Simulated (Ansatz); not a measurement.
# BaWO4 (I4_1/a): spin-orbit coupling beyond the local functionals

Aim: the spin-orbit change of the gap of BaWO4 (I4_1/a).

Program: Ansatz 0.2.0. Level of theory: density functionals with and without spin-orbit coupling, plane waves, PAW. Values are calculated unless marked as measured.

**Experimental background.**

- Gap 5 eV: onset of steep optical absorption, direct gap; UV-visible optical absorption; 300 K; bulk crystal (Czochralski crystal, cleaved platelet about 20 um thick) (“A combined high-pressure experimental and theoretical study of the electronic band-structure of scheelite-type AWO4 (A = Ca, Sr, Ba, Pb) compounds”, 2011, arxiv:1107.3014).

- Gap 5.26 eV: direct gap from absorption edge with Urbach fit; optical absorption; 300 K; bulk crystal (thin cleaved platelet of Czochralski crystal, 10-30 um thick) (“Optical absorption of divalent metal tungstates: Correlation between the band-gap energy and the cation ionic radius”, 2008, arxiv:0807.2115).

Report form: inputs, costs, results and the conclusion, without the logs.

### Step 1. The structure

It takes space group I4_1/a (No. 88, tetragonal). Conventional cell: a = 5.667 Å, b = 5.667 Å, c = 12.739 Å, α = 90.00°, β = 90.00°, γ = 90.00°. Nearest to Ba lie 8 O at 2.76 to 2.80 Å. W has 4 O at 1.79 Å nearest. Nearest to O lie 1 W at 1.79 Å and 2 Ba at 2.76 to 2.80 Å. Farther neighbours, and contacts between anions beyond the nearest, are not listed.

The cell and positions are those that the Materials Project relaxed with its own functionals (PBE, PBE+U or r2SCAN), kept fixed. The default PAW set here is soft_2. Its files were made with PBE.

### Step 2. HSE06, 4×4×4 mesh

This step: DFT, HSE06, plane waves, PAW.

Contents of input.yaml:

```yaml
crystal:
  lattice:
    - [-2.833365905, 2.833365905, 6.36926687]
    - [2.833365905, -2.833365905, 6.36926687]
    - [2.833365905, 2.833365905, -6.36926687]
  atoms:
    - { symbol: Ba, position: [0.25, 0.75, 0.5] }
    - { symbol: Ba, position: [0.5, 0.5, 0.0] }
    - { symbol: W, position: [0.75, 0.25, 0.5] }
    - { symbol: W, position: [0.0, 0.0, 0.0] }
    - { symbol: O, position: [0.15214477, 0.04689186, 0.35623995] }
    - { symbol: O, position: [0.69065191, 0.79590482, 0.64376005] }
    - { symbol: O, position: [0.05934809, 0.45409518, 0.85623995] }
    - { symbol: O, position: [0.54590482, 0.40214477, 0.60525291] }
    - { symbol: O, position: [0.20409518, 0.84785523, 0.89474709] }
    - { symbol: O, position: [0.95310814, 0.30934809, 0.10525291] }
    - { symbol: O, position: [0.79689186, 0.94065191, 0.39474709] }
    - { symbol: O, position: [0.59785523, 0.20310814, 0.14376005] }
kpoints:
  mp_grid: { grid: [4, 4, 4] }
  band_path:
    path:
      - [0.0, 0.0, 0.0]
      - [0.0, 0.0, 0.5]
      - [0.25, 0.25, 0.25]
      - [0.0, 0.5, 0.0]
      - [0.5, 0.5, -0.5]
      - [0.29947279, 0.70052721, -0.29947279]
      - [-0.29947279, 0.29947279, 0.29947279]
      - [-0.09894559, 0.09894559, 0.5]
    npoints: 1
hamiltonian:
  xc: hse06
scf:
  occupations: { method: fixed }
  n_extra_bands: 8
output:
  eigenvalues: true
  write_density: true
  write_potential: true
  elf: true
  volumetric_format: npy
```

Started as:

```console
> ansatz run input.yaml --threads 3 --pin off --max-ram 92160MiB --backend cuda --events-out ev --progress --plain --runs-dir out --devices 1 --max-vram 13GiB
```

Wall time 64 s (1 × NVIDIA H100 80GB HBM3 (shared by 6 runs) with 3 threads of AMD EPYC 7R13 (Zen 3), shared host); peak memory 2 GiB; 1.9 min of CPU time.

Read from the output:

```
gap                     : 6.239 eV
valence top at          : Γ
conduction bottom at    : M
least direct gap        : 6.270 eV
exact-exchange fraction : 0.25
```

The gap is indirect, with the least direct gap 0.03 eV higher.

### Step 3. HSE06+SOC, 4×4×4 mesh

The many-body steps leave out spin-orbit coupling, so its effect is taken from a two-component run, with twice the bands.

This step: DFT, HSE06 with spin-orbit coupling, plane waves, PAW.

input.yaml: that of step 2 with these lines changed.

```diff
@@ -35,8 +35,7 @@
   occupations: { method: fixed }
-  n_extra_bands: 8
+  n_extra_bands: 16
+magnetization:
+  noncollinear: true
+  spin_orbit: true
 output:
   eigenvalues: true
-  write_density: true
-  write_potential: true
-  elf: true
-  volumetric_format: npy
```

It took 3.8 min on 1 × NVIDIA H100 80GB HBM3 (shared by 6 runs) with 3 threads; peak memory 3.9 GiB; 8 min of CPU time.

Numbers from this step:

```yaml
gap: 6.190 eV
valence_top_at: Γ
conduction_bottom_at: M
least_direct_gap: 6.226 eV
exact_exchange_fraction: 0.25
```

The gap stands −0.05 eV against HSE06.

### Step 4. Together

Times are wall times on 1 × NVIDIA H100 80GB HBM3 (shared by 6 runs) with 3 threads of AMD EPYC 7R13 (Zen 3), shared host, good to a factor of about two.

| level | gap (eV) | with coupling (eV) | change (eV) | time | with coupling |
| --- | --- | --- | --- | --- | --- |
| HSE06 | 6.24 | 6.19 | −0.05 | 64 s | 3.8 min |

### Step 5. Results

| Item | Value |
| --- | --- |
| HSE06 | 6.24 eV |
| HSE06+SOC | 6.19 eV |

**Reading.** Spin-orbit coupling changes the gap by −0.05 eV and the least direct gap by −0.04 eV. Against experiment, by HSE06+SOC: the direct gap of 6.23 eV lies +1.23 eV from the measured 5 eV (direct, 300 K, 2011); the direct gap of 6.23 eV lies +0.97 eV from the measured 5.26 eV (direct, 300 K, 2008). An exciton line or allowed optical edge lies below the quasiparticle gap by the binding energy; a forbidden edge can push the onset above it. The lattice is static and excitons are left out.

[Long decimals in the printed logs are rounded to 6 places.]

[Logs are printed without paths, hosts, clocks, repeated set-up lines and the standing remarks that a program may print on its own settings, such as how far it seeks lower states.]

[Paths, hosts, dates, memory and timing lines, banners, echoed tables and standing remarks are left out of the program output; an Ansatz launch command may be rebuilt from the run's recorded settings. Measured values are a selection of at most five: reports struck by readers or far from the other reports are left out. None is set beside runs whose start may be inverted or whose files or cutoffs have a known fault.]

[Runs of the session that timed out or met a known fault of the program may be left out.]

[Cells called generated may have been cut or substituted from an entry of the Crystallography Open Database or the Materials Project.]

[Hosts, paths, dates, database ids (printed as entryN), source tags and the programs' standing remarks are cut or masked in the printed files.]

[Where the starting crystal was built by hand or by swapping elements, it need not be the compound's stable phase.]
